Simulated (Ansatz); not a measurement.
# Core levels in a random alloy: Al5Ir3 (Ir on 38 % of the Al sites, one arrangement), part 2 of 2

Aim: core-level shifts of both metals in Al5Ir3 (Ir on 38 % of the Al sites, one arrangement), site by site. Spin–orbit coupling is left out of the bands throughout.

Ansatz 0.2.0; DFT, PBE, plane-wave PAW, default files, scalar-relativistic.

So far: Set-up; Relaxation.

### 3. Valence states

First the ground state, then the DOS by atom and shell, which the cross sections turn into spectra.

input.yaml reads:

```yaml
crystal:
  lattice:
    - [-3.9779466805, 3.9779466805, 3.9779466805]
    - [3.9779466805, -3.9779466805, 3.9779466805]
    - [3.9779466805, 3.9779466805, -3.9779466805]
  atoms:
    - { symbol: Al, position: [-0.0036808674, 0.2252961899, 0.7648357995] }
    - { symbol: Al, position: [-0.0020237085, 0.4863005219, 0.474566134] }
    - { symbol: Al, position: [-0.0019949976, 0.7607221777, 0.2482581992] }
    - { symbol: Ir, position: [0.2267684913, -0.0585416963, 0.7255966533] }
    - { symbol: Ir, position: [-0.0293422571, -0.0558265412, -0.029317627] }
    - { symbol: Al, position: [0.2483010858, 0.2370043104, 0.5191043474] }
    - { symbol: Al, position: [0.2546026938, 0.5068722221, 0.2480843815] }
    - { symbol: Al, position: [0.5380099502, 0.8188496467, 0.788532157] }
    - { symbol: Al, position: [0.2823450796, 0.7703487019, 0.0160084633] }
    - { symbol: Ir, position: [0.4680326879, 0.0065220487, 0.4665111105] }
    - { symbol: Al, position: [0.4980439405, 0.2350891526, 0.2041287149] }
    - { symbol: Al, position: [0.7195494166, 0.4890519955, 0.7650534418] }
    - { symbol: Ir, position: [0.456860136, 0.4895924961, -0.0106216987] }
    - { symbol: Al, position: [0.744870972, 0.7565048902, 0.4930701738] }
    - { symbol: Ir, position: [0.7999847765, 0.0286793011, 0.3044704377] }
    - { symbol: Ir, position: [0.7996726003, 0.3035345828, 0.021719312] }
kpoints:
  mp_grid: { grid: [6, 6, 6] }
scf:
  occupations: { method: fermi_dirac, width: 0.08 }
  n_extra_bands: 16
hamiltonian:
  xc: pbe
  pseudopotentials: { kind: paw }
output:
  forces: true
  stress: true
  dos:
    projected: true
    de: 0.05
    e_range: [-30, 12]
    method: { smearing: { sigma: 0.1, scheme: gaussian } }
```

The run is started by

```sh
ansatz run input.yaml --threads 4 --pin off --max-ram 14336MiB --backend cpu --events-out ev --progress --plain --runs-dir out
```

Numbers of over 12 decimals in the logs are rounded to 6 here.

Output:

```text
[...]
Crystal: 16 atoms, lattice volume = 251.789 Å³
Basis set: ecut = 420 eV, 4921 PW (Γ), exchange–correlation on 96×96×96 points (8 copies of the dense FFT grid, shifted against one another)
Bands: 82, of which v1, the nominal top of the filled ones, is band 66 counted from 1 (65 counted from 0)
Symmetry: 1 space group operations
[...]
k-points: 112 of 216 (time reversal used)
[...]
SCF iter   1: F=—  HF=-76995.894297 eV  |F-HF|=—  |Δ(HF+E_count)|=         —  Δρ=4.74e-3  dr2=8.17e-2  ethr=1.77e-3  ⟨swp⟩=6.1  Hψ=35950  notcnv=0  defer=61
[...]
SCF iter   7: F=-76995.882847 eV  HF=-76995.882847 eV  |F-HF|=9.65e-9  |Δ(HF+E_count)|=   4.54e-8  Δρ=1.55e-6  dr2=1.32e-8  ethr=7.58e-11  ⟨swp⟩=10.0  Hψ=32501  notcnv=0
SCF 1 converged in 7 iterations: F = -76995.882847 eV  dr2 = 1.32e-8
[...]
SCF converged after 7 iterations
Free energy (F): -76995.882847 eV
[...]
Internal energy: -76995.755265 eV  (E = F + TS)
E sigma→0 (E₀):  -76995.819056 eV
Entropy (-TS):   -0.127582 eV (-7.974 meV/atom)
Fermi energy:    13.441438 eV
[...]
--- Forces (eV/Å), atoms counted from 1 ---
  atom   1  Al     0.01161269     0.00430280    -0.00116297
  atom   2  Al     0.01270029     0.00949911     0.00281855
  atom   3  Al    -0.00462214    -0.00310098     0.00270824
  atom   4  Ir     0.02129630     0.00397574    -0.00632740
  atom   5  Ir    -0.00661613    -0.00492099     0.01658001
  atom   6  Al    -0.00361569    -0.00232595     0.00080533
  atom   7  Al    -0.00958352     0.01072585     0.00284253
  atom   8  Al    -0.01366331    -0.00163528     0.00827462
  atom   9  Al    -0.00226548    -0.00331260    -0.01200357
  atom  10  Ir    -0.00689830     0.02144003     0.00908690
  atom  11  Al     0.02020585    -0.01135639    -0.01286912
  atom  12  Al    -0.00376534    -0.00708840     0.00892244
  atom  13  Ir    -0.02438530    -0.01988467     0.00421488
  atom  14  Al     0.00244064     0.00408506    -0.01108685
  atom  15  Ir     0.02074152     0.01105744    -0.01125833
  atom  16  Ir    -0.01355876    -0.01146291    -0.00153885
  max |Σ_I F_I| component: 2.33e-5 eV/Å
--- Stress (GPa, compression-positive) ---
       -6.313082      -0.589582      -3.513745
       -0.589583     -12.114743       1.410940
       -3.513744       1.410940      -6.151966
  P = ⅓ Tr σ = -8.1933 GPa (-81.933 kbar)
--- Band table (eV; the first three rows and the last of 112) ---
  k-point 0: bands = [... 62 lower, 12.3265, 12.4441, 12.4855, 12.5857, 12.8810, 13.0107, 13.8345, 14.4206, ... 12 higher]
  k-point 1: bands = [... 62 lower, 12.3840, 12.4806, 12.6595, 12.7736, 12.9633, 13.3055, 13.9198, 14.4705, ... 12 higher]
  k-point 2: bands = [... 62 lower, 12.3564, 12.7511, 12.8368, 13.2096, 13.5577, 13.7419, 14.1204, 14.5471, ... 12 higher]
  k-point 111: bands = [... 62 lower, 12.2670, 12.5033, 13.6734, 14.2790, 14.7357, 14.7927, 15.1202, 15.2941, ... 12 higher]
```

Wall time 99 s (4 threads of Intel Xeon at 2.50GHz (Skylake/Cascade Lake), shared host); peak memory 1.8 GiB; 6.4 min of CPU time.

Numbers from this step:

* free energy: -76995.8828 eV
* energy at zero smearing: -76995.8191 eV
* smearing term TS: 0.1276 eV
* pressure: -8.193 GPa
* zero of energy: Fermi level
* share of occupied states in no projected shell: 0.0128 of the occupied states in the window
* DOS at the Fermi level: 5.870 states/eV/cell

The DOS has structure finer than the step of the table below, so its rows give means over 0.5 eV, whole bins alone (the curve runs from -12.4 to 3.38 eV). Peaks (eV: height): total -3.62: 17.1, -1.93: 18.1, 2.88: 8.17; Ir 5d -3.62: 12.3, -1.93: 14.2; Al 3p -3.62: 3.70, 0.17: 2.64, 1.07: 2.51, 2.67: 2.88; Al 3s -7.53: 1.65, -6.72: 2.00, -6.42: 1.85, 2.88: 2.11; Ir 6s -9.72: 0.586, -8.93: 0.614, -4.42: 0.652, 2.88: 0.768.

* holds the states left over by the projection beside any projected weight of its own. The DOS by E, zero at the Fermi level; means over each step; values in states/eV/cell:

```csv
E (eV),total,Ir 5d,Al 3p,Al 3s,Ir 6s,Ir 6p*
-11.5,0,0,0,0,0,0
-11.0,0.0129,2.8e-5,4.7e-4,0.00744,0.00495,1.6e-5
-10.5,0.649,0.00188,0.0912,0.338,0.216,0.00149
-10.0,1.31,0.00770,0.354,0.593,0.349,0.00564
-9.5,1.78,0.0205,0.638,0.724,0.387,0.0116
-9.0,2.29,0.0516,0.957,0.858,0.405,0.0192
-8.5,2.46,0.1000,1.10,0.873,0.361,0.0246
-8.0,3.17,0.197,1.47,1.07,0.399,0.0346
-7.5,4.01,0.433,1.81,1.29,0.436,0.0457
-7.0,4.23,0.681,1.81,1.34,0.352,0.0504
-6.5,5.60,1.41,2.11,1.66,0.360,0.0602
-6.0,6.12,2.04,2.14,1.51,0.380,0.0587
-5.5,6.36,2.51,2.05,1.30,0.428,0.0634
-5.0,7.82,3.73,2.43,1.05,0.524,0.0786
-4.5,11.4,6.74,3.20,0.739,0.588,0.116
-4.0,14.3,9.78,3.37,0.554,0.423,0.166
-3.5,16.4,11.9,3.53,0.499,0.290,0.236
-3.0,14.9,10.9,2.96,0.464,0.255,0.263
-2.5,14.8,11.3,2.47,0.471,0.281,0.280
-2.0,16.9,13.2,2.51,0.481,0.373,0.318
-1.5,13.6,10.7,1.92,0.416,0.294,0.277
-1.0,10.3,7.40,1.94,0.405,0.267,0.248
-0.5,6.60,3.46,2.21,0.435,0.245,0.247
0.0,6.16,2.71,2.41,0.510,0.248,0.281
0.5,5.63,2.38,2.17,0.535,0.275,0.272
1.0,5.89,2.21,2.27,0.703,0.363,0.339
1.5,5.97,2.01,2.24,0.970,0.374,0.375
2.0,5.96,1.77,2.15,1.24,0.399,0.400
2.5,6.91,1.59,2.43,1.72,0.598,0.569
3.0,7.39,1.49,2.65,1.90,0.672,0.679
```

This run's widths, added to any smearing of the DOS itself: Gaussian 0.3 eV, Lorentzian 0.1 eV plus 0.08 an eV of depth. The intensity by binding energy, zero at the Fermi level; values in % of the maximum within 13 eV:

```csv
binding energy (eV),21.2 eV,60 eV,1486.7 eV,5414.7 eV
-1.0,1.70,1.73,1.72,1.72
-0.5,2.78,2.83,2.81,2.81
0.0,14.9,15.4,15.2,15.1
0.5,32.9,33.7,33.3,33.2
1.0,62.1,62.4,62.3,62.3
1.5,86.2,86.2,86.2,86.2
2.0,99.8,99.8,99.8,99.8
2.5,89.8,90.0,89.9,89.8
3.0,85.8,86.3,85.9,85.8
3.5,86.1,86.8,86.2,86.1
4.0,72.4,73.3,72.8,72.8
4.5,51.8,52.9,52.6,52.7
5.0,33.1,34.4,34.3,34.3
5.5,23.1,24.5,24.5,24.4
6.0,17.5,19.0,19.0,18.9
6.5,12.6,14.2,14.2,14.0
7.0,8.12,9.56,9.59,9.51
7.5,5.35,6.67,6.73,6.73
8.0,3.55,4.70,4.80,4.85
8.5,2.45,3.43,3.58,3.67
9.0,1.73,2.54,2.74,2.88
9.5,1.27,1.90,2.15,2.31
10.0,0.949,1.41,1.66,1.82
10.5,0.709,0.984,1.17,1.28
11.0,0.539,0.681,0.767,0.821
11.5,-,0.518,0.557,0.581
12.0,-,0.424,0.445,0.458
```

Maxima picked by a test of local sharpness, so broad peaks and shoulders can be missing; peaks within 0.45 eV of a curve's cut are left out. Valence peaks, by row:

```csv
photon energy (eV),binding energy (eV),height (% of the maximum within 13 eV),main shell,its share (%)
21.2,3.4,86.73,Ir 5d,99.17
21.2,2,100,Ir 5d,99.36
60,3.4,87.35,Ir 5d,97.04
60,2,100,Ir 5d,97.92
1487,3.4,86.84,Ir 5d,98.25
1487,2,100,Ir 5d,98.56
5415,3.4,86.67,Ir 5d,98.3
5415,2,100,Ir 5d,98.42
```

Shapes are the site's partial DOS without matrix elements, which overweights lines from ligand s bands. The intensity by emission energy less the core level's binding energy, zero at the Fermi level; read off at these points; values in % of the unpolarised maximum:

```csv
emission energy less the core level's binding energy (eV),Al K-beta,"Al K-beta, E along x","Al K-beta, E along y","Al K-beta, E along z","Al L2,3",Ir L-beta5
-12.0,3.08,3.17,2.93,3.15,3.83,11.3
-11.0,6.14,6.34,5.76,6.31,12.1,14.2
-10.0,15.0,15.6,13.9,15.5,35.4,18.3
-9.0,28.8,30.2,26.5,29.8,53.8,24.1
-8.0,43.8,46.3,39.3,45.9,71.2,32.4
-7.0,57.1,60.5,51.3,59.5,91.8,43.8
-6.0,66.4,67.0,64.7,67.3,97.4,58.5
-5.0,79.9,76.0,85.7,78.1,72.9,75.5
-4.0,98.7,93.2,109,94.4,45.4,91.0
-3.8,99.8,94.7,110,95.1,42.2,93.4
-3.7,100.0,95.1,110,95.0,41.0,94.5
-3.6,99.8,95.1,110,94.6,39.8,95.5
-3.0,92.7,89.1,102,87.1,36.0,99.5
-2.0,77.3,74.4,81.7,75.8,34.6,96.9
-1.0,65.7,65.4,65.5,65.5,31.0,83.3
0.0,39.6,38.0,38.7,37.7,18.0,64.2
1.0,6.92,6.63,6.90,6.62,1.16,46.4
```

Sums over each group's atoms; left-over states aren't shared out by site. Site centres, by row:

```csv
group,element,shell,occupied states,centre of occupied part (eV),centre up to the window's top (eV)
Al,Al,3s,8.653,-5.978,-3.426
Al,Al,3p,21.12,-4.325,-2.651
Ir,Ir,6s,3.867,-5.575,-3.422
Ir,Ir,5d,48.98,-2.947,-2.417
```

Window up to 3.4 eV. Shell moments, by row:

```csv
element,shell,occupied states an atom,centre of occupied part (eV),rms width of occupied part (eV),centre up to the window's top (eV),rms width up to the window's top (eV)
Al,3s,0.8653,-5.978,2.555,-3.426,4.351
Al,3p,2.112,-4.325,2.493,-2.651,3.489
Ir,6s,0.6444,-5.575,2.864,-3.422,4.228
Ir,6p*,0.2283,-2.9,2.091,-0.3081,2.941
Ir,5d,8.164,-2.947,1.518,-2.417,2.054
```

The spectra weight each projected shell by its atomic cross section (Dirac–Hartree–Slater) and angular factor, for unpolarised light with the analyser at 45° from the beam. Broadening, on top of any smearing of the DOS itself: a Gaussian of 0.3 eV and a Lorentzian of 0.1 eV plus 0.08 times the binding energy (full widths), Fermi edge at 300 K. Curves are cut 10 eV under the photon energy, above any shell that the free atom's threshold puts out of reach, or at the lower edge of the window: 11.2 eV at 21.2 eV, 12.4 eV at 60 eV, 12.4 eV at 1486.7 eV and 12.4 eV at 5414.7 eV. A star in tables and legends marks shells that hold the states left over by the projection (1.3 % of the filled ones), a stand-in for orbitals that the files don't project on. Dipole terms alone, which is rough above 3 keV; no background, satellites or final-state effects.

Share of each shell in the spectrum's area (%), by photon energy:

```csv
shell,21.2 eV,60 eV,1486.7 eV,5414.7 eV
Al 3s,0.5,1.6,2.5,1.9
Al 3p,0.8,3.4,0.8,0.2
Ir 6s,0.1,0.1,0.9,2.1
Ir 5d,98.5,94.9,95.7,95.5
```

The largest force component on a free atom is 0.024 eV/Å, so the atoms are at rest for these settings too. At the Fermi level the DOS is 5.87 states/eV a cell, and on the broadened curves Ir 5d holds 45 % of the total there.

### 4. Core levels by total-energy differences

XPS shifts tell sites apart. Each chosen atom gets a core hole in a self-consistent pass of its own.

input.yaml reads:

```yaml
crystal:
  lattice:
    - [-3.9779466805, 3.9779466805, 3.9779466805]
    - [3.9779466805, -3.9779466805, 3.9779466805]
    - [3.9779466805, 3.9779466805, -3.9779466805]
  atoms:
    - { symbol: Al, position: [-0.0036808674, 0.2252961899, 0.7648357995] }
    - { symbol: Al_h, position: [-0.0020237085, 0.4863005219, 0.474566134] }
    - { symbol: Al_h, position: [-0.0019949976, 0.7607221777, 0.2482581992] }
    - { symbol: Ir_h, position: [0.2267684913, -0.0585416963, 0.7255966533] }
    - { symbol: Ir, position: [-0.0293422571, -0.0558265412, -0.029317627] }
    - { symbol: Al, position: [0.2483010858, 0.2370043104, 0.5191043474] }
    - { symbol: Al, position: [0.2546026938, 0.5068722221, 0.2480843815] }
    - { symbol: Al_h, position: [0.5380099502, 0.8188496467, 0.788532157] }
    - { symbol: Al, position: [0.2823450796, 0.7703487019, 0.0160084633] }
    - { symbol: Ir, position: [0.4680326879, 0.0065220487, 0.4665111105] }
    - { symbol: Al, position: [0.4980439405, 0.2350891526, 0.2041287149] }
    - { symbol: Al, position: [0.7195494166, 0.4890519955, 0.7650534418] }
    - { symbol: Ir_h, position: [0.456860136, 0.4895924961, -0.0106216987] }
    - { symbol: Al, position: [0.744870972, 0.7565048902, 0.4930701738] }
    - { symbol: Ir_h, position: [0.7999847765, 0.0286793011, 0.3044704377] }
    - { symbol: Ir, position: [0.7996726003, 0.3035345828, 0.021719312] }
kpoints:
  mp_grid: { grid: [6, 6, 6] }
scf:
  occupations: { method: fermi_dirac, width: 0.08 }
  n_extra_bands: 16
hamiltonian:
  xc: pbe
  pseudopotentials: { kind: paw }
output:
  forces: true
  core_levels:
    shells: { Al_h: "2p", Ir_h: "4f" }
    counted_from: fermi_level
    add_spin: false
```

Output:

```text
[...]
Crystal: 16 atoms, lattice volume = 251.789 Å³
Basis set: ecut = 420 eV, 4921 PW (Γ), exchange–correlation on 96×96×96 points (8 copies of the dense FFT grid, shifted against one another)
Bands: 82, of which v1, the nominal top of the filled ones, is band 66 counted from 1 (65 counted from 0)
Symmetry: 1 space group operations
[...]
k-points: 112 of 216 (time reversal used)
[...]
SCF iter   1: F=—  HF=-76995.894297 eV  |F-HF|=—  |Δ(HF+E_count)|=         —  Δρ=4.74e-3  dr2=8.17e-2  ethr=1.77e-3  ⟨swp⟩=6.1  Hψ=35950  notcnv=0  defer=61
[...]
SCF iter   7: F=-76995.882847 eV  HF=-76995.882847 eV  |F-HF|=9.65e-9  |Δ(HF+E_count)|=   4.54e-8  Δρ=1.55e-6  dr2=1.32e-8  ethr=7.58e-11  ⟨swp⟩=10.0  Hψ=32501  notcnv=0
SCF 1 converged in 7 iterations: F = -76995.882847 eV  dr2 = 1.32e-8
[...]
── core hole 1/6: 2p of Al_h 1 ──
── 2p of Al_h 1: 72.991 eV over the cell without the hole, in 8 iterations ──
── core hole 2/6: 2p of Al_h 2 ──
── 2p of Al_h 2: 73.000 eV over the cell without the hole, in 8 iterations ──
── core hole 3/6: 4f of Ir_h 3 ──
── 4f of Ir_h 3: 61.102 eV over the cell without the hole, in 8 iterations ──
── core hole 4/6: 2p of Al_h 7 ──
── 2p of Al_h 7: 73.091 eV over the cell without the hole, in 8 iterations ──
── core hole 5/6: 4f of Ir_h 12 ──
── 4f of Ir_h 12: 61.035 eV over the cell without the hole, in 8 iterations ──
── core hole 6/6: 4f of Ir_h 14 ──
── 4f of Ir_h 14: 61.072 eV over the cell without the hole, in 8 iterations ──
SCF converged after 7 iterations
Free energy (F): -76995.882847 eV
[...]
Internal energy: -76995.755265 eV  (E = F + TS)
E sigma→0 (E₀):  -76995.819056 eV
Entropy (-TS):   -0.127582 eV (-7.974 meV/atom)
Fermi energy:    13.441438 eV
[...]
--- Forces (eV/Å), atoms counted from 1 ---
  atom   1  Al       0.01161269     0.00430280    -0.00116297
  atom   2  Al_h     0.01270029     0.00949911     0.00281855
  atom   3  Al_h    -0.00462214    -0.00310098     0.00270824
  atom   4  Ir_h     0.02129630     0.00397574    -0.00632740
  atom   5  Ir      -0.00661613    -0.00492099     0.01658001
  atom   6  Al      -0.00361569    -0.00232595     0.00080533
  atom   7  Al      -0.00958352     0.01072585     0.00284253
  atom   8  Al_h    -0.01366331    -0.00163528     0.00827462
  atom   9  Al      -0.00226548    -0.00331260    -0.01200357
  atom  10  Ir      -0.00689830     0.02144003     0.00908690
  atom  11  Al       0.02020585    -0.01135639    -0.01286912
  atom  12  Al      -0.00376534    -0.00708840     0.00892244
  atom  13  Ir_h    -0.02438530    -0.01988467     0.00421488
  atom  14  Al       0.00244064     0.00408506    -0.01108685
  atom  15  Ir_h     0.02074152     0.01105744    -0.01125833
  atom  16  Ir      -0.01355876    -0.01146291    -0.00153885
  max |Σ_I F_I| component: 2.33e-5 eV/Å
--- Band table (eV; the first three rows and the last of 112) ---
  k-point 0: bands = [... 62 lower, 12.3265, 12.4441, 12.4855, 12.5857, 12.8810, 13.0107, 13.8345, 14.4206, ... 12 higher]
  k-point 1: bands = [... 62 lower, 12.3840, 12.4806, 12.6595, 12.7736, 12.9633, 13.3055, 13.9198, 14.4705, ... 12 higher]
  k-point 2: bands = [... 62 lower, 12.3564, 12.7511, 12.8368, 13.2096, 13.5577, 13.7419, 14.1204, 14.5471, ... 12 higher]
  k-point 111: bands = [... 62 lower, 12.2670, 12.5033, 13.6734, 14.2790, 14.7357, 14.7927, 15.1202, 15.2941, ... 12 higher]
--- Core levels from the Fermi level (as output.core_levels.counted_from types it; a hole's nearest image at 6.9 Å) ---
  the holes have no spin, as output.core_levels.add_spin types it
  atom         alike  shell      binding/eV   shift/eV difference/eV images/eV   SCF
  Al_h 1           1     2p          72.991     +0.000        72.991         –     8
  Al_h 2           1     2p          73.000     +0.009        73.000         –     8
  Ir_h 3           1     4f          61.102     +0.000        61.102         –     8
  Al_h 7           1     2p          73.091     +0.100        73.091         –     8
  Ir_h 12          1     4f          61.035     -0.068        61.035         –     8
  Ir_h 14          1     4f          61.072     -0.030        61.072         –     8
  the dataset of Al_h with a 2p hole: scattering error 0.001 eV (0.004 eV in the local channel); free atom: scalar-relativistic, large and small components
  the two lines of Al_h's 2p: 2p1/2 +0.276 eV and 2p3/2 -0.138 eV off its levels, 1 : 2 in strength
  the dataset of Ir_h with a 4f hole: scattering error 0.008 eV; free atom: scalar-relativistic, large and small components
  the two lines of Ir_h's 4f: 4f5/2 +1.702 eV and 4f7/2 -1.276 eV off its levels, 3 : 4 in strength
```

It took 14 min on 4 threads; peak memory 1.9 GiB; 52 min of CPU time.

Each level is the free energy with the hole less that without it. The electron goes to the Fermi level, so the difference is a binding energy from E_F. The hole's nearest image is 6.9 Å away, and the holes carry no spin, so absolute levels are rough.

```csv
atom,region,shell,level (eV),shift (eV),j lines (eV),doubts
Al2,-,2p,72.99,-0.10,73.27 / 72.85,-
Al3,-,2p,73.00,-0.09,73.28 / 72.86,-
Ir4,-,4f,61.10,+0.03,62.80 / 59.83,-
Al8,-,2p,73.09,+0.00,73.37 / 72.95,-
Ir13,-,4f,61.03,-0.04,62.74 / 59.76,-
Ir15,-,4f,61.07,+0.00,62.77 / 59.80,-
```

Levels of p, d and f shells are means over their two j lines, weighted by degeneracy; the splitting comes from the atom's own solve. Shifts count from the last listed atom of each element.

The Al 2p lines of the listed atoms alone (other atoms of the cell aren't counted), as Gaussians 0.5 eV wide, no depth weighting. Intensity against Al 2p level; read off at these points:

Al 2p level (eV), intensity (%) and a bar:
```
    71.90          0 
    72.00          0 
    72.10          0 
    72.20          1 
    72.30          2 #
    72.40          7 ##
    72.50         18 ######
    72.60         38 ###########
    72.70         64 ###################
    72.80         87 ##########################
    72.90         99 ##############################
    72.93        100 ##############################
    73.00         97 #############################
    73.10         86 ##########################
    73.20         74 ######################
    73.30         61 ##################
    73.40         47 ##############
    73.50         32 ##########
    73.60         18 ######
    73.70          9 ###
    73.80          3 #
    73.90          1 
    74.00          0 
    74.10          0 
    74.20          0
```

The Ir 4f lines of the listed atoms alone (other atoms of the cell aren't counted), as Gaussians 0.5 eV wide, no depth weighting. The intensity by Ir 4f level; read off at these points:

```csv
Ir 4f level (eV),intensity (%)
58.750,7.3e-4
59.000,0.107
59.250,4.03
59.500,39.2
59.750,98.0
59.801,100.0
60.000,62.8
60.250,10.3
60.500,0.437
60.750,0.00474
61.000,0
61.250,0
61.500,0
61.750,8.7e-4
62.000,0.115
62.250,3.90
62.500,33.7
62.750,74.6
63.000,42.4
63.250,6.20
63.500,0.231
63.750,0.00219
```

### 5. What came out

* spread of the Al level over the listed sites: 0.10 eV
* spread of the Ir level over the listed sites: 0.07 eV
* strongest listed peak within 13 eV of the zero, at 1486.7 eV: 2.0 eV binding, mostly Ir 5d
* strongest listed peak within 13 eV of the zero, at 21.2 eV: 2.0 eV binding, mostly Ir 5d
* Ir 5d centre of the filled part: -2.95 eV (8.2 states an atom)

What this shows: Over the listed sites the core levels spread as follows: Al 0.10 eV and Ir 0.07 eV. At 21.2 eV the valence spectrum has its highest listed peaks within 10.8 eV at 2.0 eV (Ir 5d) and 3.4 eV (Ir 5d). At 1486.7 eV the valence spectrum has its highest listed peaks within 12 eV at 2.0 eV (Ir 5d) and 3.4 eV (Ir 5d). The shell named is the one with most of the intensity, cross sections included, not always the one with most states there. Spin–orbit coupling is left out, which matters for the heavy atoms here. Shifts mix charge transfer, volume and screening, so their sign doesn't give the direction of charge flow by itself.

[Logs are printed without paths, hosts, clocks, repeated set-up lines and the standing remarks that a program may print on its own settings, such as how far it seeks lower states.]

[Hosts, paths, dates, database ids (printed as entryN), source tags and the programs' standing remarks are cut or masked in the printed files.]

[Maps of the electrostatic potential energy from Ansatz leave out the sawtooth potential of an applied field or a dipole correction, so their vacuum need not be flat; work functions include it.]
